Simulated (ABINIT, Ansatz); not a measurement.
# CaC2 (Immm): G0W0 with ABINIT, start to end, part 2 of 3

Wanted: ground state, empty states, screening and self-energy for CaC2 (Immm).

ABINIT 10.8.3; PBEsol and many-body steps on it, plane waves. Known limits of the many-body steps: not at the basis limit; coarse k mesh.

So far. Step 2 (Ground state): The gap is indirect, with the least direct gap 0.26 eV higher.

## (3) Bands along the symmetry lines

Level of this step: DFT, PBEsol, plane waves, norm-conserving pseudopotentials (ABINIT).

The cheap functional maps the bands first; the places of the edges decide which points the dearer methods must see.

run.abi reads:

```
acell 3*1.0 Angstrom
rprim 
  -1.894876555000 2.443261230000 2.680131180000
  1.894876555000 -2.443261230000 2.680131180000
  1.894876555000 2.443261230000 -2.680131180000
ntypat 2
znucl 20 6
natom 3
typat 1 2 2
xred 
  0.000000000000 0.000000000000 0.000000000000
  0.371239070000 0.500000000000 0.871239070000
  0.628760930000 0.500000000000 0.128760930000
pp_dirpath "pseudos"
pseudos "Ca.upf, C.upf"
ecut 37
iscf -2
irdden 1
kptopt 0
nkpt 92
kpt 
  0.00000000 0.00000000 0.00000000
  0.06250000 0.06250000 -0.06250000
  0.12500000 0.12500000 -0.12500000
  0.18750000 0.18750000 -0.18750000
  0.25000000 0.25000000 -0.25000000
  0.31250000 0.31250000 -0.31250000
  0.37500000 0.37500000 -0.37500000
  0.43750000 0.43750000 -0.43750000
  0.50000000 0.50000000 -0.50000000
  0.48437067 0.51562933 -0.48437067
  0.46874135 0.53125865 -0.46874135
  0.45311202 0.54688798 -0.45311202
  0.43748270 0.56251731 -0.43748270
  0.42185337 0.57814663 -0.42185337
  0.40622404 0.59377596 -0.40622404
  0.39059472 0.60940528 -0.39059472
  0.37496539 0.62503461 -0.37496539
  -0.37496539 0.37496539 0.37496539
  -0.32809472 0.32809472 0.32809472
  -0.28122404 0.28122404 0.28122404
  -0.23435337 0.23435337 0.23435337
  -0.18748270 0.18748270 0.18748270
  -0.14061202 0.14061202 0.14061202
  -0.09374135 0.09374135 0.09374135
  -0.04687067 0.04687067 0.04687067
  0.00000000 0.00000000 0.00000000
  0.05722034 -0.05722034 0.05722034
  0.11444069 -0.11444069 0.11444069
  0.17166103 -0.17166103 0.17166103
  0.22888138 -0.22888138 0.22888138
  0.28610172 -0.28610172 0.28610172
  0.34332207 -0.34332207 0.34332207
  0.40054241 -0.40054241 0.40054241
  0.45776276 -0.45776276 0.45776276
  0.54223724 0.45776276 -0.45776276
  0.53695758 0.46304241 -0.46304241
  0.53167793 0.46832207 -0.46832207
  0.52639828 0.47360172 -0.47360172
  0.52111862 0.47888138 -0.47888138
  0.51583896 0.48416104 -0.48416104
  0.51055931 0.48944069 -0.48944069
  0.50527966 0.49472035 -0.49472035
  0.50000000 0.50000000 -0.50000000
  0.00000000 0.00000000 0.00000000
  0.00000000 0.06250000 0.00000000
  0.00000000 0.12500000 0.00000000
  0.00000000 0.18750000 0.00000000
  0.00000000 0.25000000 0.00000000
  0.00000000 0.31250000 0.00000000
  0.00000000 0.37500000 0.00000000
  0.00000000 0.43750000 0.00000000
  0.00000000 0.50000000 0.00000000
  0.03125000 0.46875000 0.03125000
  0.06250000 0.43750000 0.06250000
  0.09375000 0.40625000 0.09375000
  0.12500000 0.37500000 0.12500000
  0.15625000 0.34375000 0.15625000
  0.18750000 0.31250000 0.18750000
  0.21875000 0.28125000 0.21875000
  0.25000000 0.25000000 0.25000000
  0.28125000 0.21875000 0.21875000
  0.31250000 0.18750000 0.18750000
  0.34375000 0.15625000 0.15625000
  0.37500000 0.12500000 0.12500000
  0.40625000 0.09375000 0.09375000
  0.43750000 0.06250000 0.06250000
  0.46875000 0.03125000 0.03125000
  0.50000000 0.00000000 0.00000000
  0.43750000 0.00000000 0.00000000
  0.37500000 0.00000000 0.00000000
  0.31250000 0.00000000 0.00000000
  0.25000000 0.00000000 0.00000000
  0.18750000 0.00000000 0.00000000
  0.12500000 0.00000000 0.00000000
  0.06250000 0.00000000 0.00000000
  0.00000000 0.00000000 0.00000000
  0.00000000 0.00000000 0.06250000
  0.00000000 0.00000000 0.12500000
  0.00000000 0.00000000 0.18750000
  0.00000000 0.00000000 0.25000000
  0.00000000 0.00000000 0.31250000
  0.00000000 0.00000000 0.37500000
  0.00000000 0.00000000 0.43750000
  0.00000000 0.00000000 0.50000000
  0.03125000 0.03125000 0.46875000
  0.06250000 0.06250000 0.43750000
  0.09375000 0.09375000 0.40625000
  0.12500000 0.12500000 0.37500000
  0.15625000 0.15625000 0.34375000
  0.18750000 0.18750000 0.31250000
  0.21875000 0.21875000 0.28125000
  0.25000000 0.25000000 0.25000000
istwfk *1
nband 16
nbdbuf 2
tolwfr 1e-08
nstep 40
prtwf 0
prtvol 0
indata_prefix "in"
outdata_prefix "out"
tmpdata_prefix "tmp"
```

The run is started by

```
$ OMP_NUM_THREADS=1 mpirun -n 4 abinit run.abi > log
```

Numbers of over 12 decimals in the logs are rounded to 6 here.

The log of the run:

```text
.Version 10.8.3 of ABINIT. v10.8.2 released Aug 2026.

 Symmetries : space group Im m m (# 71); Bravais oI (body-center ortho.)
[... echo of the input left out ...]
== DATASET  1 ==================================================================
-   mpi_nproc: 4, omp_nthreads: 1 (-1 if OMP is not activated)

--- !DatasetInfo
iteration_state: {dtset: 1, }
dimensions: {natom: 3, nkpt: 92, mband: 16, nsppol: 1, nspinor: 1, nspden: 1, mpw: 3630, }
cutoff_energies: {ecut:  37.0, pawecutdg:  -1.0, }
electrons: {nelect:   1.80000000E+01, charge:   0.00000000E+00, occopt:   1.00000000E+00, tsmear:   1.00000000E-02, }

 Real(R)+Recip(G) space primitive vectors, cartesian coordinates (Bohr,Bohr^-1):
 R(1)= -3.5807977  4.6170946  5.0647139  G(1)=  0.0000000  0.1082932  0.0987223
 R(2)=  3.5807977 -4.6170946  5.0647139  G(2)=  0.1396337  0.0000000  0.0987223
 R(3)=  3.5807977  4.6170946 -5.0647139  G(3)=  0.1396337  0.1082932  0.0000000
 Unit cell volume ucvol=  3.3493727E+02 bohr^3
 Angles (23,13,12)=  1.24827126E+02  1.06674293E+02  9.81616827E+01 degrees

 getcut: wavevector=  0.0000  0.0000  0.0000  ngfft=  45  45  45
         ecut(hartree)=     37.000   => boxcut(ratio)=   2.07875

--- Pseudopotential description ------------------------------------------------
- Ca Generated using ONCVPSP code by D. R. Hamann
- 20.00000  10.00000  180301                  znucl, zion, pspdat
12 -116133 2 -1 1746                          pspcod,pspxc,lmax,lloc,mmax
     nproj     2     2     2
  pspatm : epsatm=   12.46101000
         --- l  ekb(1:nproj) -->
             0   10.054847    0.973777
             1    2.998958    0.458102
             2   -3.447298   -1.091650
 pspatm: atomic psp has been read  and splines computed

- C Generated using ONCVPSP code by D. R. Hamann
-  6.00000   4.00000  180301                  znucl, zion, pspdat
12 -116133 1 -1 1248                          pspcod,pspxc,lmax,lloc,mmax
     nproj     2     2     0
  pspatm : epsatm=    4.34909242
         --- l  ekb(1:nproj) -->
[...]
pspatm: atomic psp has been read  and splines computed

--------------------------------------------------------------------------------

================================================================================
 prteigrs : about to open file out_EIG
 Non-SCF case, kpt    1 (  0.00000  0.00000  0.00000), residuals and eigenvalues=
  4.07E-09  2.88E-09  7.82E-09  7.65E-09  6.53E-09  6.86E-09  5.07E-09  5.62E-09
  6.19E-09  6.94E-09  6.61E-09  3.25E-09  3.53E-09  9.16E-09  2.09E-07  1.09E-04
 -1.3228E+00 -6.2796E-01 -6.2776E-01 -6.2370E-01 -3.6151E-01  6.5258E-03
  8.2810E-03  7.0143E-02  7.9588E-02  1.7519E-01  2.2160E-01  2.9386E-01
  3.0537E-01  3.2761E-01  4.1745E-01  4.5844E-01
 Non-SCF case, kpt    2 (  0.06250  0.06250 -0.06250), residuals and eigenvalues=
  7.62E-09  6.86E-09  6.48E-09  4.43E-09  8.36E-09  3.22E-09  4.34E-09  4.15E-09
[...]
3.0939E-01  3.3451E-01  4.1713E-01  4.5102E-01
 Non-SCF case, kpt    3 (  0.12500  0.12500 -0.12500), residuals and eigenvalues=
[...]
3.2019E-01  3.5539E-01  4.1751E-01  4.3246E-01
[...]
Non-SCF case, kpt   91 (  0.21875  0.21875  0.28125), residuals and eigenvalues=
[...]
Non-SCF case, kpt   92 (  0.25000  0.25000  0.25000), residuals and eigenvalues=
[...]
-1.3223E+00 -6.2971E-01 -6.2901E-01 -6.2890E-01 -3.4542E-01 -3.2054E-02
  1.9566E-02  2.2769E-02  6.8588E-02  2.2718E-01  2.4913E-01  3.1832E-01
[...]
--- !ResultsGS
iteration_state: {dtset: 1, }
comment   : Summary of ground state results
lattice_vectors:
- [ -3.5807977,   4.6170946,   5.0647139, ]
- [  3.5807977,  -4.6170946,   5.0647139, ]
- [  3.5807977,   4.6170946,  -5.0647139, ]
lattice_lengths: [   7.73246,    7.73246,    7.73246, ]
lattice_angles: [124.827, 106.674,  98.162, ] # degrees, (23, 13, 12)
lattice_volume:   3.3493727E+02
convergence: {deltae:  0.000E+00, res2:  0.000E+00, residm:  9.983E-09, diffor:  0.000E+00, }
etotal    :  -5.06437868E+01
entropy   :   0.00000000E+00
fermie    :   8.90988714E-02
cartesian_stress_tensor: null
pressure_GPa: null
xred      :
- [  0.0000E+00,   0.0000E+00,   0.0000E+00, Ca]
- [  3.7124E-01,   5.0000E-01,   8.7124E-01,  C]
- [  6.2876E-01,   5.0000E-01,   1.2876E-01,  C]
cartesian_forces: null
force_length_stats: {min: null, max: null, mean: null, }

 Integrated electronic density in atomic spheres:
 ------------------------------------------------
 Atom  Sphere_radius  Integrated_density
[...]
================================================================================

 ----iterations are completed or convergence reached----

 Mean square residual over all n,k,spin=   60.611E-10; max=  99.832E-10
 reduced coordinates (array xred) for    3 atoms
[...]
0.371239070000      0.500000000000      0.871239070000
       0.628760930000      0.500000000000      0.128760930000

 cartesian coordinates (angstrom) at end:
[...]
2      1.894877     1.814068    -0.000000
    3     -0.000000     0.629193     2.680131
 length scales=  1.889726125908  1.889726125908  1.889726125908 bohr
              =  1.000000000000  1.000000000000  1.000000000000 angstroms
 prteigrs : about to open file out_EIG
 Eigenvalues (hartree) for nkpt=  92  k points:
 kpt#   1, nband= 16, wtk=  1.00000, kpt=  0.0000  0.0000  0.0000 (reduced coord)
[...]
kpt#   2, nband= 16, wtk=  1.00000, kpt=  0.0625  0.0625 -0.0625 (reduced coord)
[...]
kpt#   3, nband= 16, wtk=  1.00000, kpt=  0.1250  0.1250 -0.1250 (reduced coord)
[...]
kpt#  91, nband= 16, wtk=  1.00000, kpt=  0.2188  0.2188  0.2813 (reduced coord)
[...]
kpt#  92, nband= 16, wtk=  1.00000, kpt=  0.2500  0.2500  0.2500 (reduced coord)
  -1.32231   -0.62971   -0.62901   -0.62890   -0.34542   -0.03205    0.01957    0.02277
   0.06859    0.22718    0.24913    0.31832    0.37090    0.39078    0.41272    0.42384

== END DATASET(S) ==============================================================
================================================================================

 -outvars: echo values of variables after computation  --------
            nband          16
             nkpt          92
          spgroup          71
 [... the other variables as echoed above ...]

 Calculation completed.
```

The job ended after 39 s (4 MPI ranks of Arm Neoverse V1, shared host; peak memory 0.34 GiB).

This step gave:

```
gap                        : 2.293 eV
k of the valence top       : 0.2861, -0.2861, 0.2861
k of the conduction bottom : 0, 0, 0
least direct gap           : 2.601 eV
```

The gap is 2.293 eV, −0.049 eV from the run before at this level.

Electronic bands along the path, in eV, zero at the top of the highest filled band:

```csv
point,band 6,band 7,band 8,band 9,band 10,band 11,band 12,band 13
Γ,-2.30,-2.25,-0.57,-0.31,2.29,3.56,5.52,5.84
halfway,-3.02,-2.63,-0.97,-0.68,4.13,4.70,4.83,6.98
X,-3.41,-2.21,-1.08,-0.89,4.30,4.81,6.65,7.24
halfway,-3.43,-2.15,-1.17,-0.96,4.67,4.91,6.41,6.95
F2,-3.45,-1.98,-1.70,-0.73,5.17,5.54,5.77,6.34
jump to Σ0,-3.45,-1.98,-1.70,-0.73,5.17,5.54,5.77,6.34
halfway,-3.05,-2.45,-1.04,-0.42,3.34,4.93,5.12,6.67
Γ,-2.30,-2.25,-0.57,-0.31,2.29,3.56,5.52,5.84
halfway,-4.02,-1.49,-0.92,-0.05,3.84,5.43,6.00,6.40
Y0,-3.48,-2.19,-0.98,-0.90,4.33,4.90,6.50,7.22
jump to U0,-3.48,-2.19,-0.98,-0.90,4.33,4.90,6.50,7.22
halfway,-3.43,-2.20,-1.05,-0.89,4.31,4.83,6.61,7.24
X,-3.41,-2.21,-1.08,-0.89,4.30,4.81,6.65,7.24
jump to Γ,-2.30,-2.25,-0.57,-0.31,2.29,3.56,5.52,5.84
halfway,-2.89,-2.44,-0.96,-0.67,3.25,4.58,5.64,6.39
R,-3.35,-2.81,-1.29,-0.79,4.31,6.14,6.57,7.07
halfway,-3.35,-2.53,-1.41,-0.70,3.87,5.17,6.37,7.51
W,-3.35,-1.94,-1.85,-0.61,3.71,4.31,6.19,7.62
halfway,-3.90,-1.70,-1.51,-0.41,4.52,4.56,6.35,6.55
S,-4.32,-1.67,-1.01,-0.20,4.71,5.38,6.19,6.73
halfway,-3.66,-1.34,-0.78,-0.70,3.38,4.56,5.51,6.39
Γ,-2.30,-2.25,-0.57,-0.31,2.29,3.56,5.52,5.84
halfway,-3.42,-1.36,-0.95,-0.67,2.73,4.48,5.92,6.40
T,-3.45,-1.43,-1.17,-0.71,2.53,3.79,6.96,7.05
halfway,-3.40,-1.70,-1.54,-0.64,3.25,3.76,6.98,7.55
W,-3.35,-1.94,-1.85,-0.61,3.71,4.31,6.19,7.62
```

The electronic bands as a text plot (rows in eV, shown from -8.0 to 6.4 only; labels by their first letter):

```
    6.1 |++  +   +++   ++ +++++ +   ++ ++ +++++++++ +++  ++     +
    5.5 |++       ++++  ++++++ ++  ++++  +      ++++++++++
    4.9 |  ++  +++++ +++     +++ ++   +   +    +++ +
    4.3 |   +++++   +  +    + + +++ ++ +++ +++++  + +    +++    +
    3.7 |+++         +  ++++       +  +   ++++     + ++++   +++++
    3.1 | +           ++     +      ++              +
    2.5 |+              +++++      +                 ++++++++++
    1.9 |
    1.3 |
    0.7 |
    0.1 |                     *
   -0.5 |*****     *********** **  ****  ************************
   -1.1 | *********  ***    ******* ******     ******    ******
   -1.7 |         ***      *  **          ********** ***** ******
   -2.3 |***  *************     *******   **
   -2.9 |  ***        **   *        ******           ****
   -3.5 |    *********      *   ***    ********     *    ********
   -4.1 |                    ***               *****
   -4.7 |
   -5.3 |
   -5.9 |
   -6.5 |
   -7.1 |
   -7.7 |
         Γ      XF|Σ      Γ     YX|Γ    R   W    S    Γ      T  W
```

## (4) Empty states on the mesh, 4×4×4 mesh, 97 bands

The sums over transitions need many empty states on a uniform mesh; this step solves for them.

run.abi reads:

```
acell 3*1.0 Angstrom
rprim 
  -1.894876555000 2.443261230000 2.680131180000
  1.894876555000 -2.443261230000 2.680131180000
  1.894876555000 2.443261230000 -2.680131180000
ntypat 2
znucl 20 6
natom 3
typat 1 2 2
xred 
  0.000000000000 0.000000000000 0.000000000000
  0.371239070000 0.500000000000 0.871239070000
  0.628760930000 0.500000000000 0.128760930000
pp_dirpath "pseudos"
pseudos "Ca.upf, C.upf"
ecut 37
ngkpt 4 4 4
nshiftk 1
shiftk 0 0 0
kptopt 1
chksymbreak 0
iscf -2
irdden 1
istwfk *1
nband 97
nbdbuf 8
tolwfr 1e-09
nstep 60
prtvol 0
indata_prefix "in"
outdata_prefix "out"
tmpdata_prefix "tmp"
```

The log of the run:

```text
.Version 10.8.3 of ABINIT. v10.8.2 released Aug 2026.

 Symmetries : space group Im m m (# 71); Bravais oI (body-center ortho.)
[... echo of the input left out ...]
== DATASET  1 ==================================================================
-   mpi_nproc: 4, omp_nthreads: 1 (-1 if OMP is not activated)

--- !DatasetInfo
iteration_state: {dtset: 1, }
dimensions: {natom: 3, nkpt: 18, mband: 97, nsppol: 1, nspinor: 1, nspden: 1, mpw: 3625, }
cutoff_energies: {ecut:  37.0, pawecutdg:  -1.0, }
electrons: {nelect:   1.80000000E+01, charge:   0.00000000E+00, occopt:   1.00000000E+00, tsmear:   1.00000000E-02, }

 Real(R)+Recip(G) space primitive vectors, cartesian coordinates (Bohr,Bohr^-1):
 R(1)= -3.5807977  4.6170946  5.0647139  G(1)=  0.0000000  0.1082932  0.0987223
 R(2)=  3.5807977 -4.6170946  5.0647139  G(2)=  0.1396337  0.0000000  0.0987223
 R(3)=  3.5807977  4.6170946 -5.0647139  G(3)=  0.1396337  0.1082932  0.0000000
 Unit cell volume ucvol=  3.3493727E+02 bohr^3
 Angles (23,13,12)=  1.24827126E+02  1.06674293E+02  9.81616827E+01 degrees

 getcut: wavevector=  0.0000  0.0000  0.0000  ngfft=  45  45  45
         ecut(hartree)=     37.000   => boxcut(ratio)=   2.07875

--- Pseudopotential description ------------------------------------------------
- Ca Generated using ONCVPSP code by D. R. Hamann
- 20.00000  10.00000  180301                  znucl, zion, pspdat
12 -116133 2 -1 1746                          pspcod,pspxc,lmax,lloc,mmax
     nproj     2     2     2
  pspatm : epsatm=   12.46101000
         --- l  ekb(1:nproj) -->
             0   10.054847    0.973777
             1    2.998958    0.458102
             2   -3.447298   -1.091650
 pspatm: atomic psp has been read  and splines computed

- C Generated using ONCVPSP code by D. R. Hamann
-  6.00000   4.00000  180301                  znucl, zion, pspdat
12 -116133 1 -1 1248                          pspcod,pspxc,lmax,lloc,mmax
     nproj     2     2     0
  pspatm : epsatm=    4.34909242
         --- l  ekb(1:nproj) -->
[...]
pspatm: atomic psp has been read  and splines computed

--------------------------------------------------------------------------------

================================================================================
 prteigrs : about to open file out_EIG
 Non-SCF case, kpt    1 (  0.00000  0.00000  0.00000), residuals and eigenvalues=
  4.65E-11  1.15E-10  1.40E-10  7.88E-10  4.90E-10  4.31E-10  7.28E-11  6.77E-11
  7.18E-10  6.64E-10  7.25E-11  4.23E-11  8.37E-10  6.55E-11  7.59E-10  1.51E-10
  1.58E-10  2.06E-10  5.70E-10  8.42E-11  5.04E-11  4.19E-10  6.20E-10  8.00E-10
[...]
9.05E-04
 -1.3228E+00 -6.2796E-01 -6.2776E-01 -6.2370E-01 -3.6151E-01  6.5258E-03
  8.2810E-03  7.0143E-02  7.9588E-02  1.7519E-01  2.2160E-01  2.9386E-01
  3.0537E-01  3.2761E-01  4.1745E-01  4.5802E-01  4.8907E-01  4.9396E-01
[...]
2.6558E+00  2.7156E+00  2.7488E+00  2.7712E+00  2.8387E+00  2.8476E+00
  2.8754E+00  2.8869E+00  2.9223E+00  2.9288E+00  2.9576E+00  2.9885E+00
  3.0107E+00
 prteigrs : prtvol=0 or 1, do not print more k-points.

--- !ResultsGS
iteration_state: {dtset: 1, }
comment   : Summary of ground state results
lattice_vectors:
- [ -3.5807977,   4.6170946,   5.0647139, ]
- [  3.5807977,  -4.6170946,   5.0647139, ]
- [  3.5807977,   4.6170946,  -5.0647139, ]
lattice_lengths: [   7.73246,    7.73246,    7.73246, ]
lattice_angles: [124.827, 106.674,  98.162, ] # degrees, (23, 13, 12)
lattice_volume:   3.3493727E+02
convergence: {deltae:  0.000E+00, res2:  0.000E+00, residm:  9.932E-10, diffor:  0.000E+00, }
etotal    :  -5.06437868E+01
entropy   :   0.00000000E+00
fermie    :   8.90988714E-02
cartesian_stress_tensor: null
pressure_GPa: null
xred      :
- [  0.0000E+00,   0.0000E+00,   0.0000E+00, Ca]
- [  3.7124E-01,   5.0000E-01,   8.7124E-01,  C]
- [  6.2876E-01,   5.0000E-01,   1.2876E-01,  C]
cartesian_forces: null
force_length_stats: {min: null, max: null, mean: null, }

 Integrated electronic density in atomic spheres:
 ------------------------------------------------
 Atom  Sphere_radius  Integrated_density
[...]
================================================================================

 ----iterations are completed or convergence reached----

 Mean square residual over all n,k,spin=   34.712E-11; max=  99.321E-11
 reduced coordinates (array xred) for    3 atoms
[...]
0.371239070000      0.500000000000      0.871239070000
       0.628760930000      0.500000000000      0.128760930000

 cartesian coordinates (angstrom) at end:
    1      0.000000     0.000000     0.000000
    2      1.894877     1.814068    -0.000000
    3     -0.000000     0.629193     2.680131
 length scales=  1.889726125908  1.889726125908  1.889726125908 bohr
              =  1.000000000000  1.000000000000  1.000000000000 angstroms
 prteigrs : about to open file out_EIG
 Eigenvalues (hartree) for nkpt=  18  k points:
 kpt#   1, nband= 97, wtk=  0.01563, kpt=  0.0000  0.0000  0.0000 (reduced coord)
[...]
2.58818    2.62085    2.62854    2.65537    2.65583    2.71556    2.74883    2.77121
   2.83865    2.84762    2.87535    2.88689    2.92235    2.92875    2.95755    2.98851
   3.01067
 prteigrs : prtvol=0 or 1, do not print more k-points.

== END DATASET(S) ==============================================================
================================================================================

 -outvars: echo values of variables after computation  --------
            nband          97
             nkpt          18
          spgroup          71
 [... the other variables as echoed above ...]

 Calculation completed.
```

It took 49 s on 4 MPI ranks; peak memory 0.36 GiB.

Numbers from this step:

```
gap                                                           : 2.291 eV
k of the valence top                                          : 0.25, -0.25, 0.25
k of the conduction bottom                                    : 0, 0, 0
least direct gap                                              : 2.601 eV
k points computed                                             : 18
lowest point of the top converged band, above the valence top : 68.2233 eV
```

On this mesh the gap is 2.291 eV.

(Part 2 of 3 ends here.)

[Paths, hosts, dates, memory and timing lines, banners, echoed tables and standing remarks are left out of the program output.]

[Logs are printed without paths, hosts, clocks, repeated set-up lines and the standing remarks that a program may print on its own settings, such as how far it seeks lower states.]

[Runs of the session that timed out or met a known fault of the program may be left out.]

[Hosts, paths, dates, database ids (printed as entryN), source tags and the programs' standing remarks are cut or masked in the printed files.]

[G0W0 gaps are taken among the corrected bands and points alone; a level outside them can change the order at an edge.]

[Where Ansatz stands beside ABINIT at settings called matched, ABINIT's density can come from a denser mesh and the files from another edition; pairs whose starting gaps differed by over 0.03 eV were left out, so agreement reads better than it is.]
